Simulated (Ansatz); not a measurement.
# The perfect Ta wire along [110], 9 atoms a period, part 2 of 2

What gap, if any, does the Ta wire along [110], 9 atoms a period have, and how many channels would it open?

Ansatz 0.2.0; DFT PBE, plane waves, PAW; relaxation of a wire's period; PAW set soft_1 (the session's first sound run).

So far: Starting point; Relaxing the period.

## 2. Relaxing the period (continued)

Relaxation path:

| step | energy less that of the first step (eV) | largest force component (eV/Å) | pressure (GPa) | volume (Å³) |
| --- | --- | --- | --- | --- |
| 1 | 0.0000 | 2.8412 | -7.50 | 546.19 |
| 2 | -2.8735 | 1.3888 | -2.24 | 530.86 |
| 3 | -3.0735 | 1.7070 | 2.04 | 532.52 |
| 4 | -3.2532 | 0.5291 | -0.15 | 530.25 |
| 5 | -3.3318 | 0.2031 | -0.09 | 535.13 |
| 6 | -3.3312 | 0.2984 | -0.01 | 538.27 |
| 7 | -3.3446 | 0.0424 | -0.08 | 537.31 |
| 8 | -3.3454 | 0.0162 | -0.09 | 538.13 |
| 9* | -3.3449 | 0.0161 | -0.08 | 538.13 |

Relaxation steps marked * repeat the geometry before them on a plane-wave basis chosen anew for their cell, so energy and pressure can jump there. Relaxation step 6 was tried and not accepted.

The run keeps the 8 symmetry operations that it works with, so distortions that break them were not tested.

| cell as run | before | after | change |
| --- | --- | --- | --- |
| c (Å) | 4.695 | 4.626 | -1.5 % |

The atoms that moved most (Å, along periodic axes as changes of fractional coordinates times the final cell, across vacuum about the mean position):

| atom | dx | dy | dz | length |
| --- | --- | --- | --- | --- |
| Ta9 | -0.316 | -0.046 | 0.000 | 0.319 |
| Ta3 | -0.316 | 0.046 | 0.000 | 0.319 |
| Ta8 | 0.316 | -0.046 | 0.000 | 0.319 |
| Ta1 | 0.316 | 0.046 | 0.000 | 0.319 |
| Ta7 | -0.149 | 0.000 | 0.000 | 0.149 |
| Ta4 | 0.149 | 0.000 | 0.000 | 0.149 |
| Ta6 | 0.000 | -0.135 | 0.000 | 0.135 |
| Ta5 | 0.000 | 0.135 | 0.000 | 0.135 |

This step gave:

```yaml
energy_at_zero_smearing: -89382.4178 eV
cell_length_along_the_wire: 4.626 Å
```

The cell's length comes to 4.626 Å with spin left out.

## 3. The wire at its relaxed period

This step: DFT PBE, plane waves, PAW; bands of a perfect wire; PAW set soft_1 (Ansatz 0.2.0).

At the relaxed period the bands are computed along the axis; those that cross an energy going forward count the channels that a perfect wire would open there.

input.yaml

```yaml
crystal:
  lattice:
    - [10.12, 0.0, 0.0]
    - [0.0, 11.495, 0.0]
    - [0.0, 0.0, 4.6259194413]
  atoms:
    - { symbol: Ta, position: [0.36721116, 0.299763083, 0.0] }
    - { symbol: Ta, position: [0.5, 0.500008222, 0.0] }
    - { symbol: Ta, position: [0.63278884, 0.299763083, 0.0] }
    - { symbol: Ta, position: [0.350697952, 0.500008222, 0.5] }
    - { symbol: Ta, position: [0.5, 0.307555716, 0.5] }
    - { symbol: Ta, position: [0.5, 0.692460728, 0.5] }
    - { symbol: Ta, position: [0.649302048, 0.500008222, 0.5] }
    - { symbol: Ta, position: [0.36721116, 0.700253361, 0.0] }
    - { symbol: Ta, position: [0.63278884, 0.700253361, 0.0] }
kpoints:
  mp_grid: { grid: [1, 1, 18] }
  band_path: { path: ["Γ", Z], npoints: 90 }
scf:
  occupations: { method: fermi_dirac, width: 0.05 }
hamiltonian:
  xc: pbe
  pseudopotentials: { kind: paw, azcp: { folder: soft_1 } }
output:
  dos: { e_range: [-5, 4] }
  write_potential: true
  write_density: true
  volumetric_format: npy
```

Started as:

```bash
$ ansatz run input.yaml --threads 4 --pin off --max-ram 16384MiB --backend cpu --events-out ev --progress --plain --runs-dir out
```

Numbers of over 12 decimals in the logs are rounded to 6 here.

What it wrote:

```text
[...]
Crystal: 9 atoms, lattice volume = 538.130 Å³
Basis set: ecut = 420 eV, 10533 PW (Γ)
Bands: 71, of which v1, the nominal top of the filled ones, is band 59 counted from 1 (58 counted from 0)
Symmetry: 8 space group operations
[...]
k-points: 10 of 18
[...]
SCF iter   1: F=—  HF=-89397.786090 eV  |F-HF|=—  |Δ(HF+E_count)|=         —  Δρ=5.09e-2  dr2=8.40e1  ethr=3.10e-3  ⟨swp⟩=11.9  Hψ=3491  notcnv=0
[...]
SCF iter  12: F=-89382.461535 eV  HF=-89382.461535 eV  |F-HF|=2.05e-8  |Δ(HF+E_count)|=   1.16e-7  Δρ=1.64e-6  dr2=6.01e-8  ethr=8.55e-11  ⟨swp⟩=10.9  Hψ=2738  notcnv=0
SCF 1 converged in 12 iterations: F = -89382.461535 eV  dr2 = 6.01e-8
[...]
NSCF: frozen V_eff on 91 k-points
WARN: The output density's exchange-correlation potential varies sharply where the density is thin. Do not read a vacuum level from v_tot or v_xc, or from such a field of the output density. On a cell that repeats whose density bears no net charge and no dipole along the vacuum's axis use v_es (v_loc + v_h of the components); under efield.dipole_correction with no amplitude use v_es + v_field, which holds any externa [...]
SCF converged after 12 iterations
Free energy (F): -89382.461535 eV
[...]
Internal energy: -89382.374180 eV  (E = F + TS)
E sigma→0 (E₀):  -89382.417857 eV
Entropy (-TS):   -0.087355 eV (-9.706 meV/atom)
Fermi energy:    3.384106 eV
[...]
--- Band table (eV; the first three rows and the last of 10) ---
  k-point 0: bands = [... 55 lower, 2.8522, 3.0320, 3.2739, 3.4978, 3.5199, 3.7328, 3.7851, 4.0325, ... 8 higher]
  k-point 1: bands = [... 55 lower, 2.9120, 3.0222, 3.2480, 3.3817, 3.5503, 3.7205, 3.9436, 4.0513, ... 8 higher]
  k-point 2: bands = [... 55 lower, 2.9641, 3.0750, 3.1878, 3.2349, 3.6558, 3.6869, 4.0656, 4.1992, ... 8 higher]
  k-point 9: bands = [... 55 lower, 2.4257, 2.5630, 2.6246, 3.3774, 3.4812, 3.8728, 4.0498, 4.0969, ... 8 higher]
```

The job ended after 51 s (4 threads of Arm Neoverse V1, shared host; peak memory 2 GiB; 3.3 min of CPU time).

This step gave:

- energy at zero smearing: -89382.4179 eV
- band gap: 0 eV

Electronic bands along the path, in eV, zero at the Fermi level:

| point | band 55 | band 56 | band 57 | band 58 | band 59 | band 60 | band 61 | band 62 |
| --- | --- | --- | --- | --- | --- | --- | --- | --- |
| Γ | -0.74 | -0.53 | -0.35 | -0.11 | 0.11 | 0.14 | 0.35 | 0.40 |
| halfway | -0.76 | -0.74 | -0.21 | -0.14 | 0.05 | 0.19 | 0.40 | 0.76 |
| Z | -1.01 | -0.96 | -0.82 | -0.76 | -0.01 | 0.10 | 0.49 | 0.67 |

Between Γ and Z the bands cross the Fermi level 5 times, so a perfect wire would conduct at least 5 G₀, with spin left out.

## 4. Summary of results

| Property | Result |
| --- | --- |
| cell length, PBE | 4.626 Å |
| ballistic conductance by band crossings, a lower bound, PBE | 5 G₀ |

**Reading.** Under PBE the cell's length is 4.63 Å, and the bands cross the Fermi level 5 times between Γ and Z, which gives a perfect wire at least 5 G₀ (opposite crossings within one step of the path cancel in such a count). No spin was allowed, though thin wires with open d shells can turn magnetic. Spin-orbit coupling is left out, which matters for the bands of heavy atoms.

[Logs are printed without paths, hosts, clocks, repeated set-up lines and the standing remarks that a program may print on its own settings, such as how far it seeks lower states.]

[Hosts, paths, dates, database ids (printed as entryN), source tags and the programs' standing remarks are cut or masked in the printed files.]
